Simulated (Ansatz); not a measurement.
## Ga2Pt (Fm-3m): Grüneisen parameters

Does Ga2Pt (Fm-3m) expand much on heating, by its phonons?

Method: DFT PBEsol, scalar-relativistic, plane waves, PAW; PAW set soft_1, in Ansatz 0.2.0.

Most raw output is cut from this account.

The database entry behind the starting cell differs from later determinations by our own check (0.1 to 0.3 % short, probably kX units), so it need not match the best structure at ambient conditions.

### Step 1. The structure

The structure is cubic, space group Fm-3m (No. 225). Conventional cell: a = 5.919 Å, b = 5.919 Å, c = 5.919 Å, α = 90.00°, β = 90.00°, γ = 90.00°. Nearest to Ga lie 4 Pt at 2.56 Å. Pt has 8 Ga at 2.56 Å nearest. Farther neighbours are not listed.

As a file:

```cif
data_structure
_symmetry_space_group_name_H-M 'P 1'
_symmetry_Int_Tables_number 1
_cell_length_a 4.1852
_cell_length_b 4.1852
_cell_length_c 4.1852
_cell_angle_alpha 60.000
_cell_angle_beta 60.000
_cell_angle_gamma 60.000
_cell_volume 51.84
loop_
_atom_site_label
_atom_site_type_symbol
_atom_site_fract_x
_atom_site_fract_y
_atom_site_fract_z
_atom_site_occupancy
Ga1 Ga 0.25000 0.25000 0.25000 1
Ga2 Ga 0.75000 0.75000 0.75000 1
Pt3 Pt 0.00000 0.00000 0.00000 1
```

### Step 2. Phonons on a q mesh

The cell comes from relaxations at this level that are not shown. Stability and thermal properties need the whole zone. Linear response on a 4×4×4 q mesh gives force constants as far as a supercell of that size would.

File input.yaml:

```yaml
crystal:
  lattice:
    - [0.0, 2.9593754134, 2.9593754134]
    - [2.9593754134, 0.0, 2.9593754134]
    - [2.9593754134, 2.9593754134, 0.0]
  atoms:
    - { symbol: Ga, position: [0.25, 0.25, 0.25] }
    - { symbol: Ga, position: [0.75, 0.75, 0.75] }
    - { symbol: Pt, position: [0.0, 0.0, 0.0] }
kpoints:
  mp_grid: { grid: [12, 12, 12] }
hamiltonian:
  xc: pbesol
  pseudopotentials: { kind: paw, azcp: { folder: soft_1 }, xc_functional: pbe }
scf:
  occupations: { method: methfessel_paxton, width: 0.2 }
output:
  eigenvalues: true
phonons:
  method: dfpt
  qmesh: [4, 4, 4]
  temperatures: { t_max: 1000, t_step: 50 }
  qpath:
    path:
      - [[0.0, 0.0, 0.0], [0.5, 0.0, 0.5], [0.625, 0.25, 0.625]]
      - [[0.375, 0.375, 0.75], [0.0, 0.0, 0.0], [0.5, 0.5, 0.5], [0.5, 0.25, 0.75], [0.5, 0.0, 0.5]]
    npoints: 10
```

The run is started by

```sh
ansatz run input.yaml --threads 4 --pin off --max-ram 10240MiB --backend cpu --events-out ev --progress --plain --runs-dir out
```

Wall time 4.7 min (4 threads of Intel Xeon 6975P-C (Granite Rapids), shared host); peak memory 5.7 GiB.

This step gave:

| Property | Result |
| --- | --- |
| volume per atom | 17.28 Å³ |
| gap on the k-mesh | 0 eV |
| sum-rule residual before enforcement | 8.54e-5 eV/Å² |
| lowest frequency on the path | 0 cm⁻¹ |
| point group | m-3m |
| highest frequency on the path or at a solved wavevector | 202.8 cm⁻¹ |
| mean frequency | 133.4 cm⁻¹ |
| Debye temperature (second moment) | 267 K |
| logarithmic mean frequency | 118.5 cm⁻¹ |
| highest optical mode at the zone centre (no LO-TO term) | 172.5 cm⁻¹ |
| lowest optical zone-centre mode | 166.8 cm⁻¹ |
| lowest mode on the q mesh (acoustic modes at Γ apart) | 28.88 cm⁻¹ |
| zero-point energy per atom | 24.82 meV |
| heat capacity at 300 K | 23.99 J/(mol atoms K) |
| vibrational entropy at 300 K | 39.53 J/(mol atoms K) |

Frequencies (cm⁻¹) solved at each irreducible wavevector; negative means imaginary. Frequencies by wavevector, by row:

```tsv
q in reciprocal lattice units	star	mode 1	mode 2	mode 3	mode 4	mode 5	mode 6	mode 7	mode 8	mode 9
0 0 0	1	0	0	0	166.8	166.8	166.8	172.5	172.5	172.5
0 0 0.25	8	28.9	28.9	79.4	149.7	156.5	156.5	176.9	176.9	180.5
0 0 -0.5	4	41.5	41.5	110.9	156.8	156.8	168.2	169.9	180	180
0 0.25 0.25	6	44.3	44.3	88.5	143.8	146	146	174.4	190.6	190.6
0 0.25 -0.5	24	56.9	57.2	102.8	132.4	141.8	154.2	188.6	191	192.9
0 0.25 -0.25	12	37.1	66.4	94.9	132.2	154.5	172.8	174.8	181.9	194.9
0 -0.5 -0.5	3	74.1	74.1	121.8	124.4	131.3	131.3	198.7	199.1	199.1
0.25 -0.5 -0.25	6	42.1	91.8	91.8	123.8	132.2	174.3	174.3	200.4	202.8
```

Symmetry leaves 8 wavevectors to solve. The lowest mode among them, the acoustic zeros apart, lies at q = (0, 0, 0.25) and is real, 28.9 cm⁻¹.

### Step 3. Relaxing at another volume, volume ratio 0.97

The volume is scaled by 0.97 and held; symmetry leaves nothing to relax, so this is a single point. The modes can then be followed against volume.

input.yaml, the sections that differ from step 2:

```yaml
crystal:
  lattice:
    - [0.0, 2.9294806886, 2.9294806886]
    - [2.9294806886, 0.0, 2.9294806886]
    - [2.9294806886, 2.9294806886, 0.0]
  atoms:
    - { symbol: Ga, position: [0.25, 0.25, 0.25] }
    - { symbol: Ga, position: [0.75, 0.75, 0.75] }
    - { symbol: Pt, position: [0.0, 0.0, 0.0] }
output:
  forces: true
  stress: true
  eigenvalues: true
# kpoints, hamiltonian, scf: as in step 2
# phonons: removed
```

It took 0.9 s on 4 threads; peak memory 0.55 GiB.

Numbers from this step:

```yaml
pressure: 4.389 GPa
volume_per_atom: 16.76 Å³
```

The run ends at a pressure of 4.39 GPa.

### Step 4. Phonons at the other volume, volume ratio 0.97

The phonons are repeated at this volume on the same k and q meshes.

input.yaml: that of step 3 with these lines changed.

```diff
@@ -17,4 +17,11 @@
 output:
-  forces: true
-  stress: true
   eigenvalues: true
+phonons:
+  method: dfpt
+  qmesh: [4, 4, 4]
+  temperatures: { t_max: 1000, t_step: 50 }
+  qpath:
+    path:
+      - [[0.0, 0.0, 0.0], [0.5, 0.0, 0.5], [0.625, 0.25, 0.625]]
+      - [[0.375, 0.375, 0.75], [0.0, 0.0, 0.0], [0.5, 0.5, 0.5], [0.5, 0.25, 0.75], [0.5, 0.0, 0.5]]
+    npoints: 10
```

The job ended after 4.5 min (4 threads; peak memory 5.6 GiB).

This step gave:

```yaml
sum_rule_residual_before_enforcement: 4.78e-5 eV/Å²
highest_frequency_on_the_path_or_at_a_solved_wavevector: 218.3 cm⁻¹
mean_frequency: 142.5 cm⁻¹
debye_temperature_second_moment: 286 K
logarithmic_mean_frequency: 125 cm⁻¹
highest_optical_mode_at_the_zone_centre_no_lo_to_term: 183.8 cm⁻¹
lowest_optical_zone_centre_mode: 180.4 cm⁻¹
lowest_mode_on_the_q_mesh_acoustic_modes_at_gamma_apart: 28 cm⁻¹
zero_point_energy_per_atom: 26.51 meV
heat_capacity_at_300_k: 23.85 J/(mol atoms K)
vibrational_entropy_at_300_k: 38.26 J/(mol atoms K)
```

Frequencies (cm⁻¹) solved at each irreducible wavevector; negative means imaginary. Frequencies by wavevector, by row:

```tsv
q in reciprocal lattice units	star	mode 1	mode 2	mode 3	mode 4	mode 5	mode 6	mode 7	mode 8	mode 9
0 0 0	1	0	0	0	180.4	180.4	180.4	183.8	183.8	183.8
0 0 0.25	8	28	28	84.3	160.7	168.2	168.2	190.7	190.7	194.4
0 0 -0.5	4	40.9	40.9	116.2	168.4	168.4	180.1	184.3	194.6	194.6
0 0.25 0.25	6	44.3	44.3	95.7	155.4	157.3	157.3	187.3	205	205
0 0.25 -0.5	24	56.9	57.9	108.3	143.3	153	167.1	201.1	206	206.8
0 0.25 -0.25	12	36.5	67.5	99.7	143.2	165.6	184.3	189.3	196.5	208.9
0 -0.5 -0.5	3	74.6	74.6	131.1	134.9	142.4	142.4	209.8	214.4	214.4
0.25 -0.5 -0.25	6	38.8	95.3	95.3	134.2	143.1	188.4	188.4	211.8	218.3
```

The highest optical mode at the zone centre (no LO-TO term) is 183.8 cm⁻¹, +11.2 cm⁻¹ against the base run.

### Step 5. Relaxing at another volume, volume ratio 1.03

The volume is scaled by 1.03 and held; symmetry leaves nothing to relax, so this is a single point. The modes can then be followed against volume.

input.yaml, the sections that differ from step 4:

```yaml
crystal:
  lattice:
    - [0.0, 2.9886780658, 2.9886780658]
    - [2.9886780658, 0.0, 2.9886780658]
    - [2.9886780658, 2.9886780658, 0.0]
  atoms:
    - { symbol: Ga, position: [0.25, 0.25, 0.25] }
    - { symbol: Ga, position: [0.75, 0.75, 0.75] }
    - { symbol: Pt, position: [0.0, 0.0, 0.0] }
output:
  forces: true
  stress: true
  eigenvalues: true
# kpoints, hamiltonian, scf: as in step 4
# phonons: removed
```

The job ended after 0.92 s (4 threads; peak memory 0.55 GiB).

This step gave:

```yaml
pressure: -3.605 GPa
volume_per_atom: 17.80 Å³
```

The run ends at a pressure of -3.61 GPa.

### Step 6. Phonons at the other volume, volume ratio 1.03

input.yaml: that of step 5 with these lines changed.

```diff
@@ -17,4 +17,11 @@
 output:
-  forces: true
-  stress: true
   eigenvalues: true
+phonons:
+  method: dfpt
+  qmesh: [4, 4, 4]
+  temperatures: { t_max: 1000, t_step: 50 }
+  qpath:
+    path:
+      - [[0.0, 0.0, 0.0], [0.5, 0.0, 0.5], [0.625, 0.25, 0.625]]
+      - [[0.375, 0.375, 0.75], [0.0, 0.0, 0.0], [0.5, 0.5, 0.5], [0.5, 0.25, 0.75], [0.5, 0.0, 0.5]]
+    npoints: 10
```

Run time: 5.1 min. Hardware: 4 threads; peak memory 5.8 GiB.

This step gave:

```
sum-rule residual before enforcement                    : 7.21e-5 eV/Å²
highest frequency on the path or at a solved wavevector : 189.9 cm⁻¹
mean frequency                                          : 124.6 cm⁻¹
Debye temperature (second moment)                       : 248 K
logarithmic mean frequency                              : 111.7 cm⁻¹
highest optical mode at the zone centre (no LO-TO term) : 161.8 cm⁻¹
lowest optical zone-centre mode                         : 153.8 cm⁻¹
lowest mode on the q mesh (acoustic modes at Γ apart)   : 29.43 cm⁻¹
zero-point energy per atom                              : 23.18 meV
heat capacity at 300 K                                  : 24.11 J/(mol atoms K)
vibrational entropy at 300 K                            : 40.93 J/(mol atoms K)
```

The highest optical mode at the zone centre (no LO-TO term) is 161.8 cm⁻¹, -10.7 cm⁻¹ against the base run.

### Step 7. Grüneisen parameters

The Grüneisen parameter of a mode is minus the logarithmic change of its frequency with volume, −d ln ω / d ln V; weighted by heat capacity it gives the expansion.

This step gave:

```yaml
bulk_modulus: 133.2 GPa
```

Phonon branches along the path, in cm⁻¹:

```tsv
point	branch 1	branch 2	branch 3	branch 4	branch 5	branch 6	branch 7	branch 8	branch 9
Γ	0	0	0	167	167	167	172	172	172
halfway	44	44	88	144	146	146	174	191	191
X	74	74	122	124	131	131	199	199	199
halfway	70	71	113	124	133	141	197	197	200
U	63	71	100	124	139	154	192	193	201
jump to K	63	71	100	124	139	154	192	193	201
halfway	28	48	90	139	158	161	176	179	189
Γ	0	0	0	167	167	167	172	172	172
halfway	29	29	79	150	156	156	177	177	180
L	42	42	111	157	157	168	170	180	180
halfway	46	67	99	135	144	172	174	191	193
W	42	92	92	124	132	174	174	200	203
halfway	59	78	109	123	132	150	192	198	202
X	74	74	122	124	131	131	199	199	199
```

The same for volume x 0.97:

```tsv
point	branch 1	branch 2	branch 3	branch 4	branch 5	branch 6	branch 7	branch 8	branch 9
Γ	0	0	0	180	180	180	184	184	184
X	75	75	131	135	142	142	210	214	214
U	63	72	105	135	150	168	205	208	214
K	63	72	105	135	150	168	205	208	214
Γ	0	0	0	180	180	180	184	184	184
L	41	41	116	168	168	180	184	194	194
W	39	95	95	134	143	188	188	212	218
X	75	75	131	135	142	142	210	214	214
```

The same for volume x 1.03:

```tsv
point	branch 1	branch 2	branch 3	branch 4	branch 5	branch 6	branch 7	branch 8	branch 9
Γ	0	0	0	154	154	154	162	162	162
X	73	73	113	114	120	120	185	185	188
U	62	70	95	114	128	142	179	179	189
K	62	70	95	114	128	142	179	179	189
Γ	0	0	0	154	154	154	162	162	162
L	42	42	105	146	146	156	157	166	166
W	44	88	88	114	121	161	161	188	190
X	73	73	113	114	120	120	185	185	188
```

Mode Grueneisen parameter -dln(w)/dln(V), modes matched by rank; at Γ the acoustic branches take the value of a neighbouring point of the path. Mode grüneisen parameters along the path, in :

```tsv
point	branch 1	branch 2	branch 3	branch 4	branch 5	branch 6	branch 7	branch 8	branch 9
Γ	-1.65	-1.65	2.42	2.66	2.66	2.66	2.12	2.12	2.12
halfway	0.57	0.57	2.86	2.67	2.53	2.53	2.45	2.46	2.46
X	0.27	0.27	2.52	2.78	2.78	2.78	2.11	2.48	2.15
halfway	0.21	0.21	2.20	2.76	2.77	2.85	2.23	2.48	2.04
U	0.08	0.44	1.67	2.73	2.65	2.81	2.26	2.54	2.05
jump to K	0.08	0.44	1.67	2.73	2.65	2.81	2.26	2.54	2.05
halfway	-0.94	0.11	2.22	2.64	2.33	2.21	2.65	2.61	2.41
Γ	-1.01	-1.76	2.21	2.66	2.66	2.66	2.12	2.12	2.12
halfway	-0.81	-0.81	2.26	2.39	2.44	2.44	2.53	2.53	2.52
L	-0.32	-0.32	1.69	2.41	2.41	2.37	2.70	2.64	2.64
halfway	-0.55	0.87	1.42	2.66	2.58	2.51	2.63	2.21	2.41
W	-2.25	1.25	1.25	2.78	2.74	2.63	2.63	1.98	2.35
halfway	-0.37	0.54	1.98	2.79	2.76	2.81	2.51	2.08	2.19
X	0.27	0.27	2.52	2.78	2.78	2.78	2.11	2.48	2.15
```

(dS/dlnV)/C_V. Thermodynamic Grueneisen parameter against temperature:

```tsv
temperature (K)	thermodynamic Grueneisen parameter
50	1.20
100	1.70
150	1.8
200	1.83
250	1.85
300	1.86
350	1.86
400	1.87
450	1.87
500	1.87
550	1.87
600	1.87
650	1.87
700	1.88
750	1.88
800	1.88
850	1.88
900	1.88
950	1.88
1000	1.88
```

Gamma C_V/(B V) at the static volume. The volume expansion by temperature:

```tsv
temperature (K)	volume expansion (1e-6/K)
50	8.21
100	22.3
150	27.9
200	30.3
250	31.5
300	32.2
350	32.6
400	32.9
450	33.1
500	33.2
550	33.3
600	33.4
650	33.4
700	33.5
750	33.5
800	33.6
850	33.6
900	33.6
950	33.6
1000	33.7
```

### Step 8. Summary of results

| Item | Value |
| --- | --- |
| bulk modulus | 133 GPa |
| thermodynamic Grüneisen parameter at 300 K | 1.859 |
| volume expansion at 300 K, estimated | 32.18 × 10⁻⁶ K⁻¹ |

What this shows: By this estimate the volume grows by 32.2 × 10⁻⁶ per kelvin at 300 K. The highest optical mode at Γ goes from 184 to 162 cm⁻¹ as the cell grows, a Grüneisen parameter of 2.12. Mode parameters on the path run from -2.2 to 2.9, with a median of 2.4. Modes with negative values stiffen as the cell grows and pull against the expansion. Branches are matched by rank, so values near crossings are rough. The expansion is the Grüneisen estimate at the static volume, with the static bulk modulus. With no gap, or one that is small against the smearing, the frequencies hang on the k mesh and the smearing, most of all near Kohn anomalies. Spin-orbit coupling is left out, which can matter for the heavy elements here. The PAW files were made for PBE and serve the other functionals too.

[Logs are printed without paths, hosts, clocks, repeated set-up lines and the standing remarks that a program may print on its own settings, such as how far it seeks lower states.]

[Hosts, paths, dates, database ids (printed as entryN), source tags and the programs' standing remarks are cut or masked in the printed files.]
